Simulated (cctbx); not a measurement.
**Interatomic vectors of Cr2RhS4**

Space group Imma (no. 74), a = 7.0940 Å, b = 7.1240 Å, c = 10.0020 Å, α = 90.00°, β = 90.00°, γ = 90.00°, content Rh4 Cr8 S16.

Simulated single-crystal data (cctbx): Mo Kα, λ = 0.71073 Å, to d = 0.77 Å, 50 % of the full sphere, strongest reflection 40000 counts, noise from counting, a 3 % proportional error and a noise floor of 15 counts (s.d.); no absorption.

Patterson synthesis from sharpened amplitudes, origin scaled to 1000:

```text
Patterson group I m m m
      u       v       w   height  length (A)
  0.000   0.000   0.000   1000.0     0.00
  0.000   0.500   0.000    628.8     3.56
  0.000   0.500   0.258    471.7     4.40
  0.251   0.244   0.000    393.7     2.49
  0.000   0.000   0.247    385.3     2.47
  0.250   0.250   0.250    379.7     3.55
  0.000   0.248   0.371    315.7     4.11
  0.000   0.500   0.500    284.4     6.14
  0.255   0.000   0.381    173.9     4.22
  0.121   0.120   0.000     87.1     1.21
  0.127   0.379   0.500     75.9     5.75
  0.123   0.379   0.248     71.3     3.77
  0.126   0.124   0.248     71.0     2.78
  0.121   0.376   0.000     70.7     2.81
```

Q: Assign the vectors.

A peak at u stands for all pairs with xi − xj = u, with weight Σ ZiZj against Σ Z² = 16804 at the origin. Peak heights follow these weights only roughly, since form factors, motion and series ripples differ, all vectors within 0.55 Å of a peak are counted as merged into it though the farther ones add only part of their weight, and F(000) is left out, which lowers the whole map:

| u | v | w | shortest length (Å) | height | 1000 ΣZiZj/ΣZ² | pairs in the cell |
| --- | --- | --- | --- | --- | --- | --- |
| 0.000 | 0.500 | 0.000 | 3.56 | 629 | 726 | 4 × Rh–Rh, 16 × S–S |
| 0.000 | 0.500 | 0.258 | 4.29 | 472 | 594 | 8 × Rh–S, 8 × Cr–S, 2 × Cr–Cr |
| 0.251 | 0.244 | 0.000 | 2.49 | 394 | 526 | 8 × Rh–S, 8 × Cr–S |
| 0.000 | 0.000 | 0.247 | 2.47 | 385 | 526 | 8 × Rh–S, 8 × Cr–S |
| 0.250 | 0.250 | 0.250 | 3.55 | 380 | 501 | 4 × Rh–Cr, 16 × S–S |
| 0.000 | 0.248 | 0.371 | 4.11 | 316 | 348 | 4 × Rh–Cr, 4 × Cr–S |
| 0.000 | 0.500 | 0.500 | 3.55 | 284 | 381 | 16 × S–S, 4 × Cr–Cr |
| 0.255 | 0.000 | 0.381 | 4.14 | 174 | 229 | 4 × Cr–Cr, 4 × Cr–S |
| 0.121 | 0.120 | 0.000 | 1.21 | 87 | 0 | none within 0.55 Å |
| 0.127 | 0.379 | 0.500 | 2.78 | 76 | 0 | none within 0.55 Å |

The table stops at ten peaks or at a height of 45, below which ripples compete. In the model behind the data Rh, the heaviest element, has 1 independent site: (0, 1/2, 0), up to an allowed shift of origin; the Rh–Rh vectors are differences of these positions and their symmetry mates. The whole model:

| atom | mult. | x | y | z | Ueq (Å²) |
| --- | --- | --- | --- | --- | --- |
| Rh1 | 4 | 0 | 1/2 | 0 | 0.0103 |
| Cr1 | 4 | 1/4 | 1/4 | 1/4 | 0.0071 |
| Cr2 | 4 | 0 | 1/4 | 0.6300 | 0.0095 |
| S1 | 8 | 0.2482 | 3/4 | 0.9842 | 0.0137 |
| S2 | 8 | 1/2 | 0.4785 | 0.2473 | 0.0125 |

The model is made up (kin elements in a known structure type, no relaxation), so it says nothing on whether the phase exists.

[Logs are printed without paths, hosts, clocks, repeated set-up lines and the standing remarks that a program may print on its own settings, such as how far it seeks lower states.]
